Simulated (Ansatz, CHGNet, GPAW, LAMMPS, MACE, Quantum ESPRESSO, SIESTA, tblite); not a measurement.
## Running glassy 85GeO2-15Li2O (mol %) (78 atoms) with tblite

Wanted: tblite inputs and outputs for glassy 85GeO2-15Li2O (mol %) (78 atoms), checked against a plane-wave reference.

Calculated with tblite 0.8.0; the method is named at each step.

## 1. Set-up

The cell holds 78 atoms: 22 Ge, 8 Li and 48 O. Its edges and angles: a = 10.276 Å, b = 10.276 Å, c = 10.276 Å, α = 90.0°, β = 90.0°, γ = 90.0°. 78 atoms (22 Ge, 8 Li, 48 O) placed at random at 3.6 g/cm³, melted at 4000 K for 10 ps at fixed volume with the Morse and Coulomb pair potential with partial charges (Pedone, Malavasi, Menziani, Cormack and Segre, J. Phys. Chem. B 110, 11780 (2006)). Quenched from 4000 K to 300 K at 30 K/ps and fixed volume, held 10 ps at zero pressure.

The yardstick, on the same geometry:

* method: Kohn-Sham DFT, PBE, SSSP efficiency 1.3.0 pseudopotentials, plane waves (Quantum ESPRESSO 7.5); sssp-pbe-1.3.0-efficiency, cutoffs 60/480 Ry, Γ point
* r.m.s. force component: 1.166 eV/Å
* longest force: 3.994 eV/Å
* pressure: 7.34 GPa
* gap (highest filled to lowest empty level): 1.337 eV
* time: 2.1 min on 4 MPI ranks of Arm Neoverse V2, shared host
* CPU time: 8.2 min

## 2. GFN1-xTB

Method: GFN1-xTB tight binding, diagonalisation.

Contents of run.py:

```python
import numpy as np
from ase.io import read
from tblite.ase import TBLite

atoms = read("structure.xyz")
atoms.calc = TBLite(method="GFN1-xTB", electronic_temperature=580, accuracy=1.0, max_iterations=250, mixer_damping=0.4, verbosity=1)
energy = atoms.get_potential_energy()
forces = atoms.get_forces()
print(f"energy {energy:.6f} eV")
print("forces (eV/A)")
for i, (a, f) in enumerate(zip(atoms, forces)):
    print(f"{i:4d} {a.symbol:2s} {f[0]:10.5f} {f[1]:10.5f} {f[2]:10.5f}")
stress = -atoms.get_stress(voigt=False) * 160.21766
print("stress (GPa, compression positive)")
for row in stress:
    print(" ".join(f"{x:10.4f}" for x in row))
print("charges (e)")
print(np.array2string(atoms.get_charges(), precision=4, suppress_small=True, max_line_width=110, threshold=100000))
```

Contents of structure.xyz:

```xyz
78
Lattice="10.27607 0.00000 0.00000 0.00000 10.27607 0.00000 0.00000 0.00000 10.27607" Properties=species:S:1:pos:R:3 pbc="T T T"
Ge 9.29152 3.08734 9.51780
Ge 2.52822 10.04208 6.12238
Ge 6.22925 3.56775 0.63660
Ge 4.03254 6.07922 0.28177
Ge 3.47866 2.57929 7.35232
Ge 3.18270 2.63191 3.25412
Ge 9.63618 6.54483 1.98534
Ge 8.78398 8.47601 9.66906
Ge 3.79834 1.35624 0.28239
Ge 3.46900 5.97636 3.60587
Ge 8.60775 8.47879 6.17366
Ge 5.80115 9.03863 0.84480
Ge 0.41022 0.56642 0.79845
Ge 5.79334 0.51719 3.68315
Ge 0.06484 3.00894 4.67458
Ge 10.02513 0.84675 7.19818
Ge 0.86483 6.12608 5.76488
Ge 1.58632 4.87260 8.55195
Ge 5.17092 8.00146 5.72459
Ge 7.30433 3.56621 3.77389
Ge 5.89651 4.85822 6.53291
Ge 0.25176 9.31855 3.68418
Li 7.43782 8.34674 3.51072
Li 9.86400 3.19678 2.06015
Li 6.86154 6.91549 7.94648
Li 8.89682 5.72583 8.33245
Li 3.08056 9.22349 9.57802
Li 6.32400 6.15773 2.39381
Li 2.00126 4.60337 1.30136
Li 3.15465 7.22418 7.73151
O 3.68705 7.39055 9.54852
O 1.53298 9.62888 4.75412
O 6.61799 3.96533 2.27060
O 8.15160 6.60885 2.76097
O 0.14325 0.24550 2.44283
O 2.58669 5.11902 9.81169
O 2.09324 3.54319 7.63286
O 3.77193 1.94475 8.87904
O 7.19407 9.08795 10.04815
O 6.79320 1.88227 4.00654
O 0.19144 5.10803 1.92933
O 6.62231 4.55312 4.97783
O 5.42597 9.66177 4.90960
O 4.75988 3.59621 6.84592
O 7.73274 3.47660 10.10210
O 0.39183 4.49146 5.46574
O 8.86969 9.93614 7.03007
O 9.96799 7.35191 5.84606
O 5.01575 6.38945 6.64430
O 8.62645 7.67561 8.20534
O 3.58070 8.71822 6.45080
O 4.48489 9.95422 0.37220
O 9.26480 7.17958 0.38597
O 0.26512 7.82060 2.82140
O 3.32914 6.02897 1.93108
O 8.94470 3.30725 3.75878
[... 18 atom lines left out ...]
O 1.55004 2.72110 3.78221
O 10.18903 1.70079 5.74073
O 1.46177 6.19061 7.39065
O 2.14420 6.29348 4.69308
```

Started as:

```bash
$ OMP_NUM_THREADS=1 python run.py > output.txt
```

What it wrote:

```text
------------------------------------------------------------
  cycle        total energy    energy error   density error
------------------------------------------------------------
      1     -218.5166680943  -2.1899479E+02   1.0920971E+00
      2     -241.9318647099  -2.3415197E+01   1.0574913E+00
      3     -252.8388980080  -1.0907033E+01   5.0478571E-01
      4     -250.2279436486   2.6109544E+00   5.3495236E-01
      5     -259.3119728754  -9.0840292E+00   2.3746517E-01
      6     -263.4221268593  -4.1101540E+00   1.6883110E-01
      7     -265.2479534506  -1.8258266E+00   6.9958691E-02
      8     -265.3851510960  -1.3719765E-01   5.1118605E-02
      9     -265.4720614733  -8.6910377E-02   3.9061576E-02
     10     -265.5455066185  -7.3445145E-02   1.9971200E-02
     11     -265.5555555254  -1.0048907E-02   1.5858726E-02
     12     -265.5708091353  -1.5253610E-02   5.7145016E-03
     13     -265.5722094906  -1.4003553E-03   3.8558712E-03
     14     -265.5733534432  -1.1439526E-03   1.4649478E-03
     15     -265.5734475733  -9.4130125E-05   9.9074623E-04
     16     -265.5734893139  -4.1740595E-05   6.1151277E-04
     17     -265.5734974756  -8.1617035E-06   4.7942138E-04
     18     -265.5735124926  -1.5017022E-05   1.6057570E-04
     19     -265.5735123735   1.1909236E-07   1.4412244E-04
     20     -265.5735141909  -1.8173526E-06   3.5332410E-05
     21     -265.5735141887   2.1803999E-09   2.9762550E-05
     22     -265.5735142610  -7.2308410E-08   6.5058665E-06
------------------------------------------------------------
 total:                                   3.747 sec
energy -7226.623414 eV
forces (eV/A)
   0 Ge    0.52641   -0.15349    0.40950
   1 Ge   -0.44889    0.14899   -0.15647
   2 Ge   -0.53013   -0.07847    0.34120
   3 Ge    0.12868    1.13331    0.02879
   4 Ge    0.15506    0.92287    0.71345
   5 Ge    0.41610    0.62404   -1.37524
   6 Ge   -0.70842    0.52698    0.52682
   7 Ge   -0.31735   -0.12561    0.87372
   8 Ge   -0.34971    1.29218    0.26639
   9 Ge    0.08432   -1.18254    1.03110
  10 Ge    1.01527   -0.21473   -0.71433
  11 Ge    1.18325   -1.01275    0.90282
  12 Ge    0.28021   -0.13237   -1.04999
  13 Ge   -0.16972    0.15581    0.17208
  14 Ge    1.45292    0.39329    0.86045
  15 Ge    1.06857   -0.10427   -0.61416
  16 Ge   -0.56609   -0.74844    0.35329
  17 Ge   -0.70389   -0.02731   -1.19476
  18 Ge   -0.16660   -0.44780   -1.30213
  19 Ge   -1.85128   -1.04223    0.51561
  20 Ge    0.82865    0.23095    0.44543
  21 Ge   -1.35377   -1.02793   -0.49267
  22 Li    0.22110   -0.15360   -0.05746
  23 Li    0.24076    0.46871   -0.07794
[...]
70 O     0.03931    0.33271    1.27411
  71 O     0.82770    0.46897    0.43538
  72 O     1.25661   -0.21005   -0.16253
  73 O     0.59160    0.35151    0.40705
  74 O    -1.16051   -0.76879   -0.12430
  75 O    -0.30418    0.42875   -1.01413
  76 O     0.60888    0.26084    0.90589
  77 O     0.55966    0.86718   -0.83417
stress (GPa, compression positive)
    2.9231     1.0325     1.1031
    1.0325     2.0248    -1.1650
    1.1031    -1.1650     5.5627
charges (e)
[ 0.7043  0.6999  0.6944  0.7061  0.6907  0.6892  0.6484  0.6748  0.7147  0.699   0.7155  0.6803  0.686
  0.6874  0.7035  0.7004  0.7016  0.6955  0.7194  0.703   0.677   0.689   0.4002  0.3892  0.3941  0.3921
  0.3907  0.3857  0.3902  0.3756 -0.4798 -0.3487 -0.3698 -0.5052 -0.3505 -0.3989 -0.3725 -0.3764 -0.3765
 -0.3734 -0.4825 -0.3493 -0.3957 -0.3502 -0.3439 -0.3685 -0.3455 -0.3639 -0.4036 -0.4501 -0.3627 -0.3654
 -0.3931 -0.39   -0.3629 -0.3437 -0.3761 -0.411  -0.4477 -0.3569 -0.3438 -0.4845 -0.3753 -0.3665 -0.3769
 -0.3968 -0.3538 -0.3431 -0.4073 -0.3711 -0.3835 -0.3842 -0.376  -0.3624 -0.3679 -0.3609 -0.3778 -0.3515]
```

The job ended after 4.2 s (1 thread of Arm Neoverse V2, shared host; peak memory 0.11 GiB).

Banners, paths, timers and routine set-up lines are dropped from the logs unmarked, and long logs keep their key lines alone; longer cuts are marked.

Against the reference:

```yaml
r_m_s_force_component: 0.6642 eV/Å
r_m_s_difference_of_force_components: 635 meV/Å
longest_difference_of_force_vectors: 2433 meV/Å
force_difference_over_r_m_s_force: 54.43 %
slope_of_forces_against_the_reference_s: 0.514
correlation_of_force_components: 0.9026
pressure: 3.503 GPa
pressure_difference: -3.837 GPa
```

Length of the force difference by element (eV/Å):

```tsv
element	atoms	mean	most
Ge	22	1.1	1.9
Li	8	0.39	0.5
O	48	1.0	2.4
```

Local excerpt of 12 atoms (numbers count through the whole input) about Ge20, which bears the longest force; x, y, z are measured from there.

```tsv
atom	x	y	z	distance (Å)	bonds	Mulliken charge (e)	Fx	Fy	Fz (eV/Å)
Ge20	0.00	0.00	0.00	0.00	4	0.70	-1.85	-1.04	0.52
O56	1.64	-0.26	-0.02	1.66	3	-0.34	1.21	-0.05	-1.06
O42	-0.68	0.99	1.20	1.70	2	-0.35	0.08	0.17	-0.85
O33	-0.69	0.40	-1.50	1.70	3	-0.37	0.05	1.08	-0.01
O40	-0.51	-1.68	0.23	1.78	2	-0.37	0.40	-0.65	0.53
Li28	-0.98	2.59	-1.38	3.10	3	0.39	0.20	0.13	0.01
Li24	2.56	-0.37	-1.71	3.10	3	0.39	0.24	0.47	-0.08
Ge15	3.04	-0.56	0.90	3.22	4	0.70	1.45	0.39	0.86
Ge3	-1.08	0.00	-3.14	3.32	4	0.69	-0.53	-0.08	0.34
O34	0.85	3.04	-1.01	3.32	3	-0.51	-1.31	-0.07	0.56
Ge21	-1.41	1.29	2.76	3.36	4	0.68	0.83	0.23	0.45
Ge14	-1.51	-3.05	-0.09	3.40	4	0.69	-0.17	0.16	0.17
```

Atoms are counted from 1 here, from 0 in the log.

Forces lie 54 % from the reference's, at 0.0085 times its CPU time (on 1 against 4 cores).

## 3. Summary of results

| Item | Value |
| --- | --- |
| force difference from the reference | tblite GFN1-xTB, 54 % |
| its CPU time | 4.2 s |

**Reading.** Tight binding differs by 54 % (tblite GFN1-xTB); it is another model, with fitted parameters of its own, and the xTB methods hold dispersion. One electronic-structure run takes under half the reference's CPU time: tblite GFN1-xTB, at 54 % in 4.2 s against 8.2 min; its pressure misses by -3.8 GPa. Periodic xTB results under one method name differ between programs and library versions. The reference's pressure holds the uncorrected Pulay stress of its 60 Ry basis, so small pressure differences, and their order, may be the reference's own error. The quench rate of 30 K/ps is many orders above laboratory rates, so the cell is likely richer in defects and strain than a real sample. The network of bonds at the start is that of the classical potential that made the cell, and needn't be the one that DFT or experiment would give. The reference's stress is far from hydrostatic: its diagonal is 7.0, 5.3, 9.8 GPa, compression counted positive. The electronic-structure runs sample only Γ, in a cell whose shortest periodic width is 10 Å.

[Also dropped from logs without a mark: logging warnings of Python, and SIESTA's first energy breakdown and zero terms.]

[Logs are printed without paths, hosts, clocks, repeated set-up lines and the standing remarks that a program may print on its own settings, such as how far it seeks lower states.]

[Hosts, paths, dates, database ids (printed as entryN), source tags and the programs' standing remarks are cut or masked in the printed files.]
